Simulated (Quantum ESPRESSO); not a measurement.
## ZrSi3 (Pm-3m): zone-centre phonons

Which modes does ZrSi3 (Pm-3m) have at the zone centre?

Main program and level: Quantum ESPRESSO 7.5; DFT PBE, scalar-relativistic, plane waves, SPMS norm-conserving pseudopotentials.

The structure was built from a prototype and need not be the compound's stable phase.

### 1. Starting point

It takes space group Pm-3m (No. 221, cubic). The conventional cell has a = 4.032 Å, b = 4.032 Å, c = 4.032 Å, α = 90.00°, β = 90.00°, γ = 90.00°. Nearest to Zr lie 12 Si at 2.85 Å. Nearest to Si lie 4 Zr at 2.85 Å and 8 Si at 2.85 Å. Farther neighbours are not listed.

### 2. A probe with smearing

A cheap run with smearing and empty bands tells whether the crystal has a gap, which decides between fixed occupations and smearing later on.

Input file probe.in:

```
 &control
    calculation='scf',
    prefix='x',
    outdir='./tmp',
    pseudo_dir='./pseudo',
    tprnfor=.true.,
    tstress=.true.,
    verbosity='high',
 /
 &system
    ibrav=1,
    celldm(1)=7.62013816,
    nat=4,
    ntyp=2,
    ecutwfc=60.0,
    occupations='smearing',
    smearing='gaussian',
    degauss=0.01,
 /
 &electrons
    conv_thr=1.0d-07,
    mixing_beta=0.7,
    electron_maxstep=100,
 /
ATOMIC_SPECIES
 Zr     91.2240  Zr.upf
 Si     28.0850  Si.upf
ATOMIC_POSITIONS crystal
 Zr     0.000000000   0.000000000   0.000000000
 Si     0.000000000   0.500000000   0.500000000
 Si     0.500000000   0.000000000   0.500000000
 Si     0.500000000   0.500000000   0.000000000
K_POINTS automatic
 4 4 4 0 0 0
```

Started as:

```
OMP_NUM_THREADS=1 mpirun -n 4 pw.x -nk 4 -in probe.in > probe.out
```

Log:

```text
[banners, grids, parts of the stress and lines that vanish by symmetry left out]
Program PWSCF v.7.5
     bravais-lattice index     =            1
     lattice parameter (alat)  =       7.6201  a.u.
[...]
kinetic-energy cutoff     =      60.0000  Ry
     charge density cutoff     =     240.0000  Ry
     scf convergence threshold =      1.0E-07
[...]
Exchange-correlation= PBE
                           (   1   4   3   4   0   0   0)
[...]
48 Sym. Ops., with inversion, found
[...]
(     0          1          0      )
                  (     0          0          1      )
[...]
(  0.0000000  1.0000000  0.0000000 )
                  (  0.0000000  0.0000000  1.0000000 )
[...]
(     0         -1          0      )
                  (     0          0          1      )
[...]
(     1          0          0      )
[...]
( -1.0000000  0.0000000  0.0000000 )
                  (  0.0000000  1.0000000  0.0000000 )
[...]
number of k points=    10  Gaussian smearing, width (Ry)=  0.0100
[...]
End of self-consistent calculation
[...]
the Fermi energy is    12.4796 ev
!    total energy              =    -127.31307032 Ry
[...]
convergence has been achieved in   7 iterations
[...]
atom    1 type  1   force =     0.00000000    0.00000000    0.00000000
     atom    2 type  2   force =     0.00000000    0.00000000    0.00000000
     atom    3 type  2   force =     0.00000000    0.00000000    0.00000000
     atom    4 type  2   force =     0.00000000    0.00000000    0.00000000
[...]
Total force =     0.000000     Total SCF correction =     0.000000
[...]
total   stress  (Ry/bohr**3)                   (kbar)     P=      -43.70
[...]
XML data file, charge density, pseudopotentials, collected wavefunctions

   JOB DONE.
```

Elapsed: 3.5 s, on 4 MPI ranks of Arm Neoverse V1, shared host.

Read from the output:

```yaml
volume_per_atom: 16.39 Å³
pressure: -4.37 GPa
gap_on_the_k_mesh: 0 eV
```

No gap opens on this mesh, so smearing is kept; the start stands at -4.4 GPa.

### 3. Relaxation

The relaxation runs at a cutoff a fifth above that of the response, since stress converges more slowly with the basis than frequencies do. Forces and stress are brought to rest with tight thresholds.

Input file relax.in:

```
 &control
    calculation='vc-relax',
    prefix='x',
    outdir='./tmp',
    pseudo_dir='./pseudo',
    tprnfor=.true.,
    tstress=.true.,
    forc_conv_thr=2.0d-05,
    etot_conv_thr=1.0d-07,
    nstep=40,
 /
 &system
    ibrav=1,
    celldm(1)=7.62013816,
    nat=4,
    ntyp=2,
    ecutwfc=72,
    occupations='smearing',
    smearing='mv',
    degauss=0.02,
 /
 &electrons
    conv_thr=1.0d-11,
    mixing_beta=0.7,
    electron_maxstep=100,
 /
 &ions
 /
 &cell
    press_conv_thr=0.2,
 /
ATOMIC_SPECIES
 Zr     91.2240  Zr.upf
 Si     28.0850  Si.upf
ATOMIC_POSITIONS crystal
 Zr     0.000000000   0.000000000   0.000000000
 Si     0.000000000   0.500000000   0.500000000
 Si     0.500000000   0.000000000   0.500000000
 Si     0.500000000   0.500000000   0.000000000
K_POINTS automatic
 10 10 10 0 0 0
```

Started as:

```
OMP_NUM_THREADS=1 mpirun -n 4 pw.x -nk 4 -in relax.in > relax.out
```

Log:

```text
[banners, grids, parts of the stress and lines that vanish by symmetry left out]
[banner, memory and clock lines left out]
Program PWSCF v.7.5

[...]
kinetic-energy cutoff     =      72.0000  Ry
     charge density cutoff     =     288.0000  Ry
     scf convergence threshold =      1.0E-11
[...]
energy convergence thresh.=      1.0E-07
     force convergence thresh. =      2.0E-05
     press convergence thresh. =      2.0E-01
     Exchange-correlation= PBE
                           (   1   4   3   4   0   0   0)
[...]
48 Sym. Ops., with inversion, found
[...]
number of k points=    56  Marzari-Vanderbilt smearing, width (Ry)=  0.0200
[...]
End of self-consistent calculation
[...]
the Fermi energy is    12.3611 ev
!    total energy              =    -127.30821290 Ry
[...]
convergence has been achieved in  11 iterations
[...]
atom    1 type  1   force =     0.00000000    0.00000000    0.00000000
     atom    2 type  2   force =     0.00000000    0.00000000    0.00000000
     atom    3 type  2   force =     0.00000000    0.00000000    0.00000000
     atom    4 type  2   force =     0.00000000    0.00000000    0.00000000
     Total force =     0.000000     Total SCF correction =     0.000000
[...]
total   stress  (Ry/bohr**3)                   (kbar)     P=      -30.98
[...]
number of bfgs steps    =   0
[...]
CELL_PARAMETERS (alat=  7.62013816)
[...]
ATOMIC_POSITIONS (crystal)
Zr               0.0000000000        0.0000000000        0.0000000000
Si               0.0000000000        0.5000000000        0.5000000000
Si               0.5000000000        0.0000000000        0.5000000000
Si               0.5000000000        0.5000000000        0.0000000000
[...]
New effective cutoffs (rho, wfc):  289.96   72.76
[...]
End of self-consistent calculation
[...]
the Fermi energy is    12.6035 ev
!    total energy              =    -127.30930268 Ry
[...]
convergence has been achieved in   9 iterations
[...]
atom    1 type  1   force =     0.00000000    0.00000000    0.00000000
     atom    2 type  2   force =     0.00000000    0.00000000    0.00000000
     atom    3 type  2   force =     0.00000000    0.00000000    0.00000000
     atom    4 type  2   force =     0.00000000    0.00000000    0.00000000
     Total force =     0.000000     Total SCF correction =     0.000000
[...]
total   stress  (Ry/bohr**3)                   (kbar)     P=      -14.91
[...]
number of bfgs steps    =   1
[...]
CELL_PARAMETERS (alat=  7.62013816)
[...]
ATOMIC_POSITIONS (crystal)
[...]
New effective cutoffs (rho, wfc):  292.77   73.47
[...]
End of self-consistent calculation
[...]
the Fermi energy is    12.8278 ev
!    total energy              =    -127.30960784 Ry
[...]
convergence has been achieved in  10 iterations
[...]
atom    1 type  1   force =     0.00000000    0.00000000    0.00000000
     atom    2 type  2   force =     0.00000000    0.00000000    0.00000000
     atom    3 type  2   force =     0.00000000    0.00000000    0.00000000
     atom    4 type  2   force =     0.00000000    0.00000000    0.00000000
     Total force =     0.000000     Total SCF correction =     0.000000
[...]
total   stress  (Ry/bohr**3)                   (kbar)     P=        0.76
[...]
number of bfgs steps    =   2
[...]
CELL_PARAMETERS (alat=  7.62013816)
[...]
ATOMIC_POSITIONS (crystal)
[...]
New effective cutoffs (rho, wfc):  292.63   73.44
[...]
End of self-consistent calculation
[...]
the Fermi energy is    12.8170 ev
!    total energy              =    -127.30960859 Ry
[...]
convergence has been achieved in   7 iterations
[...]
atom    1 type  1   force =     0.00000000    0.00000000    0.00000000
     atom    2 type  2   force =     0.00000000    0.00000000    0.00000000
     atom    3 type  2   force =     0.00000000    0.00000000    0.00000000
     atom    4 type  2   force =     0.00000000    0.00000000    0.00000000
     Total force =     0.000000     Total SCF correction =     0.000000
[...]
total   stress  (Ry/bohr**3)                   (kbar)     P=       -0.02
[...]
number of bfgs steps    =   3
[...]
small trust_radius: resetting bfgs history
[...]
CELL_PARAMETERS (alat=  7.62013816)
[...]
ATOMIC_POSITIONS (crystal)
[...]
New effective cutoffs (rho, wfc):  292.63   73.44
[...]
End of self-consistent calculation
[...]
the Fermi energy is    12.8171 ev
!    total energy              =    -127.30960859 Ry
[...]
convergence has been achieved in   4 iterations
[...]
atom    1 type  1   force =     0.00000000    0.00000000    0.00000000
     atom    2 type  2   force =     0.00000000    0.00000000    0.00000000
     atom    3 type  2   force =     0.00000000    0.00000000    0.00000000
     atom    4 type  2   force =     0.00000000    0.00000000    0.00000000
     Total force =     0.000000     Total SCF correction =     0.000000
[...]
total   stress  (Ry/bohr**3)                   (kbar)     P=       -0.01
[...]
bfgs converged in   5 scf cycles and   4 bfgs steps
[...]
End of BFGS Geometry Optimization
     Final enthalpy           =    -127.3096085945 Ry
     File ./tmp/x.bfgs deleted, as requested
[...]
CELL_PARAMETERS (alat=  7.62013816)
[...]
ATOMIC_POSITIONS (crystal)
[...]
Si               0.5000000000        0.0000000000        0.5000000000
Si               0.5000000000        0.5000000000        0.0000000000
[...]
Final scf calculation at the relaxed structure.
[...]
kinetic-energy cutoff     =      72.0000  Ry
     charge density cutoff     =     288.0000  Ry
     scf convergence threshold =      1.0E-13
[...]
press convergence thresh. =      2.0E-01
     Exchange-correlation= PBE
                           (   1   4   3   4   0   0   0)
[...]
48 Sym. Ops., with inversion, found
[...]
number of k points=    56  Marzari-Vanderbilt smearing, width (Ry)=  0.0200
[...]
c_bands:  1 eigenvalues not converged
     c_bands:  1 eigenvalues not converged
     c_bands:  1 eigenvalues not converged
     c_bands:  2 eigenvalues not converged
[...]
c_bands:  1 eigenvalues not converged
     c_bands:  1 eigenvalues not converged
[...]
End of self-consistent calculation
[...]
the Fermi energy is    12.8171 ev
!    total energy              =    -127.30960752 Ry
[...]
convergence has been achieved in  14 iterations
[...]
atom    1 type  1   force =     0.00000000    0.00000000    0.00000000
     atom    2 type  2   force =     0.00000000    0.00000000    0.00000000
     atom    3 type  2   force =     0.00000000    0.00000000    0.00000000
     atom    4 type  2   force =     0.00000000    0.00000000    0.00000000
     Total force =     0.000000     Total SCF correction =     0.000000
[...]
total   stress  (Ry/bohr**3)                   (kbar)     P=       -0.01
[...]
XML data file, charge density, pseudopotentials, collected wavefunctions
```

Elapsed: 2 min, on 4 MPI ranks.

Relaxation path:

```tsv
step	energy less that of the first step (eV)	largest force (eV/Å)	pressure (GPa)	volume (Å³)
1	0.0000	0.0000	-3.10	65.57
2	-0.0148	0.0000	-1.49	64.54
3	-0.0190	0.0000	0.08	63.61
4	-0.0190	0.0000	0.00	63.65
5	-0.0190	0.0000	0.00	63.65
6	-0.0190	0.0000	0.00	63.65
```

```tsv
conventional cell, symmetrised	before	after	change
a (Å)	4.032	3.993	-1.0 %
b (Å)	4.032	3.993	-1.0 %
c (Å)	4.032	3.993	-1.0 %
volume (Å³/atom)	16.39	15.91	-2.9 %
```

The relaxed structure:

```
Zr Si
1.0
     3.99278    0.00000    0.00000
     0.00000    3.99278    0.00000
     0.00000    0.00000    3.99278
Zr Si
1 3
Direct
  0.00000 0.00000 0.00000
  0.00000 0.50000 0.50000
  0.50000 0.00000 0.50000
  0.50000 0.50000 0.00000
```

The last row of the table of steps is pw.x's closing run on a basis chosen anew for the final cell, so its energy can jump.

This step gave:

```
volume per atom : 15.91 Å³
pressure        : -0.001 GPa
```

The volume changes by -2.9 % from the cell with which this run began.

### 4. Self-consistent run for the response

Perturbation theory inherits every error of the wavefunctions, so the threshold is set near the limit of the arithmetic. Smearing stays on, as the first look found no gap above 0.3 eV.

Input file scf.in:

```
 &control
    calculation='scf',
    prefix='x',
    outdir='./tmp',
    pseudo_dir='./pseudo',
    tprnfor=.true.,
    tstress=.true.,
 /
 &system
    ibrav=1,
    celldm(1)=7.54526724,
    nat=4,
    ntyp=2,
    ecutwfc=60.0,
    occupations='smearing',
    smearing='mv',
    degauss=0.02,
 /
 &electrons
    conv_thr=1.0d-12,
    mixing_beta=0.7,
    electron_maxstep=100,
 /
ATOMIC_SPECIES
 Zr     91.2240  Zr.upf
 Si     28.0850  Si.upf
ATOMIC_POSITIONS crystal
 Zr     0.000000000   0.000000000   0.000000000
 Si     0.000000000   0.500000000   0.500000000
 Si     0.500000000   0.000000000   0.500000000
 Si     0.500000000   0.500000000   0.000000000
K_POINTS automatic
 10 10 10 0 0 0
```

Started as:

```
OMP_NUM_THREADS=1 mpirun -n 4 pw.x -nk 4 -in scf.in > scf.out
```

Log:

```text
[banners, grids, parts of the stress and lines that vanish by symmetry left out]
[banner, memory and clock lines left out]
Program PWSCF v.7.5

[...]
kinetic-energy cutoff     =      60.0000  Ry
     charge density cutoff     =     240.0000  Ry
     scf convergence threshold =      1.0E-12
[...]
Exchange-correlation= PBE
                           (   1   4   3   4   0   0   0)
[...]
48 Sym. Ops., with inversion, found
[...]
number of k points=    56  Marzari-Vanderbilt smearing, width (Ry)=  0.0200
[...]
End of self-consistent calculation
[...]
the Fermi energy is    12.8171 ev
!    total energy              =    -127.30960324 Ry
[...]
convergence has been achieved in  12 iterations
[...]
atom    1 type  1   force =     0.00000000    0.00000000    0.00000000
     atom    2 type  2   force =     0.00000000    0.00000000    0.00000000
     atom    3 type  2   force =     0.00000000    0.00000000    0.00000000
     atom    4 type  2   force =     0.00000000    0.00000000    0.00000000
     Total force =     0.000000     Total SCF correction =     0.000000
[...]
total   stress  (Ry/bohr**3)                   (kbar)     P=        0.00
[...]
XML data file, charge density, pseudopotentials, collected wavefunctions
```

It took 18 s on 4 MPI ranks.

Read from the output:

| Property | Result |
| --- | --- |
| pressure | 0 GPa |

The cell stands at 0 GPa, close enough for phonons.

(Continued in part 2 of 3.)

[Host names and launcher messages were left out of these logs when they were recorded.]

[Logs are printed without paths, hosts, clocks, repeated set-up lines and the standing remarks that a program may print on its own settings, such as how far it seeks lower states.]

[Hosts, paths, dates, database ids (printed as entryN), source tags and the programs' standing remarks are cut or masked in the printed files.]
